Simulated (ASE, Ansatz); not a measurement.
# Forces and charges in generalised stacking fault on (110) of a LiCl-LiBr solid solution (56 atoms), part 2 of 2

Aim: energy, forces, charges and density of states of generalised stacking fault on (110) of a LiCl-LiBr solid solution (56 atoms) at a fixed geometry.

Ansatz 0.2.0; Kohn-Sham DFT, PBE, PAW (set soft_2), plane waves.

The cell: 28 Li, 10 Br and 18 Cl. The cell is under 6 Å thick along one periodic direction. The host structure and its lattice constant were typed by rule, without a check against the phase diagram.

So far. Step 2 (Plane-wave single point): Mean Löwdin charges: Br -0.55, Cl -0.63, Li +0.66 e (they miss 0.62 % of the electrons, so they add up to more than the cell's charge).

**3. Distances and neighbours**

Bonds and neighbours are counted at the geometry of the runs.

Density 2.63 g/cm³, 18.40 Å³ an atom.

Pair distribution functions g(r), in bins of 0.2 Å:

```csv
r (Å),total,Li-Li,Li-Cl,Li-Br,Cl-Cl,Cl-Br,Br-Br
2.00,0.24,0.00,0.19,1.02,0.00,0.00,0.00
2.20,0.00,0.00,0.00,0.00,0.00,0.00,0.00
2.40,0.00,0.00,0.00,0.00,0.00,0.00,0.00
2.60,6.05,0.00,12.45,11.45,0.00,0.00,0.00
2.80,0.00,0.00,0.00,0.00,0.00,0.00,0.00
3.00,0.00,0.00,0.00,0.00,0.00,0.00,0.00
3.20,0.00,0.00,0.00,0.00,0.00,0.00,0.00
3.40,0.19,0.38,0.00,0.00,0.00,0.40,1.49
3.60,0.35,0.46,0.00,0.00,0.75,1.18,0.60
3.80,5.55,11.30,0.00,0.00,12.05,10.00,10.05
4.00,0.00,0.00,0.00,0.00,0.00,0.00,0.00
4.20,0.12,0.00,0.09,0.48,0.00,0.00,0.00
4.40,0.22,0.44,0.00,0.00,0.14,0.72,0.44
4.60,2.61,0.00,5.30,5.05,0.00,0.00,0.00
4.80,0.00,0.00,0.00,0.00,0.00,0.00,0.00
5.00,0.42,0.33,0.38,0.74,0.00,0.36,1.31
5.20,1.49,2.82,0.12,0.17,3.27,2.29,3.54
5.40,0.01,0.04,0.00,0.00,0.00,0.00,0.00
5.60,0.07,0.00,0.05,0.27,0.00,0.00,0.00
5.80,3.76,0.00,7.97,6.78,0.00,0.00,0.00
6.00,0.81,0.00,1.53,1.75,0.00,0.00,0.00
6.20,0.00,0.00,0.00,0.00,0.00,0.00,0.00
6.40,3.88,7.76,0.00,0.00,8.05,7.79,6.70
6.60,0.00,0.00,0.00,0.00,0.00,0.00,0.00
6.80,0.47,0.54,0.28,0.63,0.16,0.88,0.53
7.00,0.02,0.00,0.03,0.06,0.00,0.00,0.00
7.20,0.01,0.00,0.02,0.03,0.00,0.00,0.00
7.40,1.74,3.18,0.23,0.41,3.30,3.04,3.27
```

Bonds by pair of elements; cutoffs follow the first minimum of g(r), held within bounds set by covalent radii, and pairs that aren't listed don't count as bonded:

```
pair A-B  cutoff (Å)  bonds  mean length (Å)  spread (Å)  shortest (Å)  B about A  A about B
   Li-Cl        3.06    107             2.63       0.055          2.08       3.82       5.94
   Li-Br        3.02     57             2.60       0.129          2.05       2.04        5.7
```

How many atoms have how many bonded neighbours:

| element | mean | 5 | 6 |
| --- | --- | --- | --- |
| Br | 5.7 | 3 | 7 |
| Cl | 5.94 | 1 | 17 |
| Li | 5.86 | 4 | 24 |

Bond angles, per cent of each kind in bins of 5°:

| angle (°) | Li-Cl-Li | Cl-Li-Cl | Br-Li-Cl | Li-Br-Li | Br-Li-Br |
| --- | --- | --- | --- | --- | --- |
| 85–90 | 40.4 | 37.9 | 37.8 | 37.0 | 27.5 |
| 90–95 | 39.2 | 41.2 | 42.4 | 40.7 | 47.1 |
| 95–100 | 0.0 | 0.0 | 0.0 | 0.0 | 0.0 |
| 100–105 | 0.0 | 0.0 | 0.0 | 0.0 | 0.0 |
| 105–110 | 0.0 | 0.0 | 0.0 | 0.0 | 0.0 |
| 110–115 | 0.0 | 0.0 | 0.0 | 0.0 | 0.0 |
| 115–120 | 0.0 | 0.0 | 0.0 | 0.0 | 0.0 |
| 120–125 | 0.0 | 0.0 | 0.0 | 0.0 | 0.0 |
| 125–130 | 0.0 | 0.0 | 0.0 | 0.0 | 0.0 |
| 130–135 | 0.4 | 0.6 | 2.3 | 3.0 | 0.0 |
| 135–140 | 0.4 | 0.0 | 1.2 | 1.5 | 2.0 |
| 140–145 | 0.0 | 0.0 | 0.0 | 0.0 | 0.0 |
| 145–150 | 0.0 | 0.0 | 0.0 | 0.0 | 0.0 |
| 150–155 | 0.0 | 0.0 | 0.0 | 0.0 | 0.0 |
| 155–160 | 0.0 | 0.0 | 0.0 | 0.0 | 0.0 |
| 160–165 | 0.0 | 0.0 | 0.0 | 0.0 | 0.0 |
| 165–170 | 0.0 | 0.0 | 0.0 | 0.0 | 0.0 |
| 170–175 | 0.0 | 0.0 | 0.0 | 0.0 | 0.0 |
| 175–180 | 19.6 | 20.3 | 16.3 | 17.8 | 23.5 |

Bond angles (no mean is given where the spread exceeds 20°):

| angle | count | mean (°) | spread (°) |
| --- | --- | --- | --- |
| Li-Cl-Li | 265 | - | - |
| Cl-Li-Cl | 177 | - | - |
| Br-Li-Cl | 172 | - | - |
| Li-Br-Li | 135 | - | - |
| Br-Li-Br | 51 | - | - |

Bond length by coordination (bonds to H left out):

```csv
element,coordination,atoms,mean bond length (Å)
Br,5,3,2.52
Br,6,7,2.63
Cl,5,1,2.52
Cl,6,17,2.63
Li,5,4,2.52
Li,6,24,2.63
```

By these cutoffs 70 % of Br atoms have 6, 94 % of Cl atoms have 6 and 86 % of Li atoms have 6 bonded neighbours.

A closer look about Li43, which has 5 bonded neighbours where the commonest count for Li is 6: 15 atoms, nearest first, numbered in the order of the input, with positions taken from that point.

```
atom      x      y      z  distance (Å)  bonds  Löwdin charge (e)     Fx     Fy  Fz (eV/Å)
Li43   0.00   0.00   0.00          0.00      5               0.67   0.13  -0.01       1.07
Cl42   0.00  -0.01  -2.08          2.08      5              -0.65  -0.03  -0.02      -1.49
 Br2  -0.01   2.63   0.00          2.63      5              -0.56   0.03  -0.01       2.31
Cl30   1.87  -0.02   1.84          2.63      6              -0.63  -0.05   0.04      -0.04
 Br2  -0.01  -2.64   0.00          2.64      5              -0.56   0.03  -0.01       2.31
Br44  -1.88  -0.01   1.87          2.65      6              -0.54   0.04   0.04      -0.15
 Li1   0.00   2.63  -2.07          3.35      5               0.68   0.01   0.00      -2.41
 Li1   0.00  -2.64  -2.07          3.35      5               0.68   0.01   0.00      -2.41
 Li3   1.86   2.61   1.86          3.70      6               0.66   0.00   0.01       0.18
Li45  -0.01  -0.02   3.70          3.70      6               0.66   0.26   0.00       0.02
Li29  -3.71   0.01  -0.01          3.71      5               0.64  -0.11   0.00       2.43
Li17  -1.88   2.62   1.84          3.72      6               0.64   0.01   0.00       0.19
Li17  -1.88  -2.64   1.84          3.73      6               0.64   0.01   0.00       0.19
 Li3   1.86  -2.65   1.86          3.73      6               0.66   0.00   0.01       0.18
Li29   3.74   0.01  -0.01          3.74      5               0.64  -0.11   0.00       2.43
```

The column of bonds counts only the pairs Li-Cl within 3.06 Å, Li-Br within 3.02 Å; other neighbours, such as metal atoms beside each other in a compound, aren't counted, and periodic images can show an atom twice.

**4. Summary of results**

```
free energy per atom                             : -947.9986 eV/atom
density                                          : 2.63 g/cm³
pressure                                         : 1.414 GPa
r.m.s. force component                           : 0.5037 eV/Å
gap (highest filled to lowest empty level) : 5.327 eV
wall time of the 1 DFT run                       : 24 s
```

What this shows: Between filled and empty levels lie 5.33 eV on the run's k-points; the mesh holds the band edges only if they fold onto it, so the gap at this level can be narrower or closed, while semilocal functionals tend to narrow gaps against experiment. Counting bonds as in the table, 70 % of Br atoms have 6, 94 % of Cl atoms have 6 and 86 % of Li atoms have 6 bonded neighbours.

What to keep in mind: The geometry was built by rule, was displaced at random and isn't relaxed at this level: its force components are 0.50 eV/Å r.m.s.

[Logs are printed without paths, hosts, clocks, repeated set-up lines and the standing remarks that a program may print on its own settings, such as how far it seeks lower states.]

[Hosts, paths, dates, database ids (printed as entryN), source tags and the programs' standing remarks are cut or masked in the printed files.]
